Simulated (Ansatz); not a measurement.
**What do other settings change for GaN(111) slab, H on both faces (54 atoms)?**

The cell holds 54 atoms: 18 Ga, 18 N and 18 H. Cell: a = 9.546 Å, b = 9.546 Å, c = 17.828 Å, α = 90.0°, β = 90.0°, γ = 120.0°. It derives from GaN (zinc-blende). Zinc-blende GaN (a = 4.5 Å), (111) slab of 4 atomic planes, 3 x 3 surface cells, H on the broken bonds of both faces, 12 Å of vacuum; displaced by a Gaussian of 0.02 Å. Regions: slab, 36 atoms (18 Ga and 18 N); hydrogen, 18 atoms (18 H). Vacuum lies along c.

Geometry: as built.

Reference run: Kohn-Sham DFT, PBE, PAW (set soft_2), plane waves (Ansatz 0.2.0), cutoff 750 eV, k-mesh 2×2×1, fermi-dirac smearing of 0.025 eV.

| Property | Result |
| --- | --- |
| r.m.s. force component | 0.9735 eV/Å |
| gap (highest filled to lowest empty level) | 1.478 eV |
| SCF cycles | 9 |
| time | 46 s on 4 threads of Intel Xeon Platinum 8488C (Sapphire Rapids), shared host |

Variants, in no order:
A. support functions high
B. support functions medium, spacing 0.383 Å
C. support functions medium, spacing 0.319 Å
D. support functions medium, spacing 0.277 Å

Q: Order the variants from the smallest to the largest r.m.s. change of the forces.

A, D, C, B.

```tsv
variant	Δ force, r.m.s. (meV/Å)	share of r.m.s. force (%)	time over the reference's
A. support functions high	0.493	0.0506	4.3
D. support functions medium, spacing 0.277 Å	6.35	0.652	0.95
C. support functions medium, spacing 0.319 Å	25.6	2.63	0.76
B. support functions medium, spacing 0.383 Å	478	49.1	0.77
```

[Logs are printed without paths, hosts, clocks, repeated set-up lines and the standing remarks that a program may print on its own settings, such as how far it seeks lower states.]

[Hosts, paths, dates, database ids (printed as entryN), source tags and the programs' standing remarks are cut or masked in the printed files.]
